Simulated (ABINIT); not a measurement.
Planning a run of ABINIT 10.8.3 on Ca2H6Os (Fm-3m). The input:

```
acell 3*1.0 Angstrom
rprim 
  0.000000000000 3.614821300000 3.614821300000
  3.614821300000 0.000000000000 3.614821300000
  3.614821300000 3.614821300000 0.000000000000
ntypat 3
znucl 20 1 76
natom 9
typat 1 1 2 2 2 2 2 2 3
xred 
  0.250000000000 0.250000000000 0.250000000000
  0.750000000000 0.750000000000 0.750000000000
  0.762819760000 0.237180240000 0.237180240000
  0.237180240000 0.762819760000 0.762819760000
  0.237180240000 0.762819760000 0.237180240000
  0.762819760000 0.237180240000 0.762819760000
  0.237180240000 0.237180240000 0.762819760000
  0.762819760000 0.762819760000 0.237180240000
  0.000000000000 0.000000000000 0.000000000000
pp_dirpath "pseudos"
pseudos "Ca.upf, H.upf, Os.upf"
ecut 33
ngkpt 6 6 6
nshiftk 1
shiftk 0 0 0
kptopt 1
chksymbreak 0
nband 29
occopt 1
tolvrs 1e-10
nstep 60
prtwf 0
optforces 0
optstress 0
indata_prefix "in"
outdata_prefix "out"
tmpdata_prefix "tmp"
```

```sh
OMP_NUM_THREADS=1 mpirun -n 4 abinit run.abi > log
```

How long will it take on 4 MPI ranks of Intel Xeon Platinum 8259CL at 2.50GHz (Skylake/Cascade Lake), shared host, and how much memory?

It took 51 s; on shared hardware allow 26 s to 1.7 min. Peak host memory was 0.42 GiB.

[Paths, hosts, dates, memory and timing lines, banners, echoed tables and standing remarks are left out of the program output.]

[Logs are printed without paths, hosts, clocks, repeated set-up lines and the standing remarks that a program may print on its own settings, such as how far it seeks lower states.]

[Runs of the session that timed out or met a known fault of the program may be left out.]

[Hosts, paths, dates, database ids (printed as entryN), source tags and the programs' standing remarks are cut or masked in the printed files.]

[G0W0 gaps are taken among the corrected bands and points alone; a level outside them can change the order at an edge.]

[Where Ansatz stands beside ABINIT at settings called matched, ABINIT's density can come from a denser mesh and the files from another edition; pairs whose starting gaps differed by over 0.03 eV were left out, so agreement reads better than it is.]
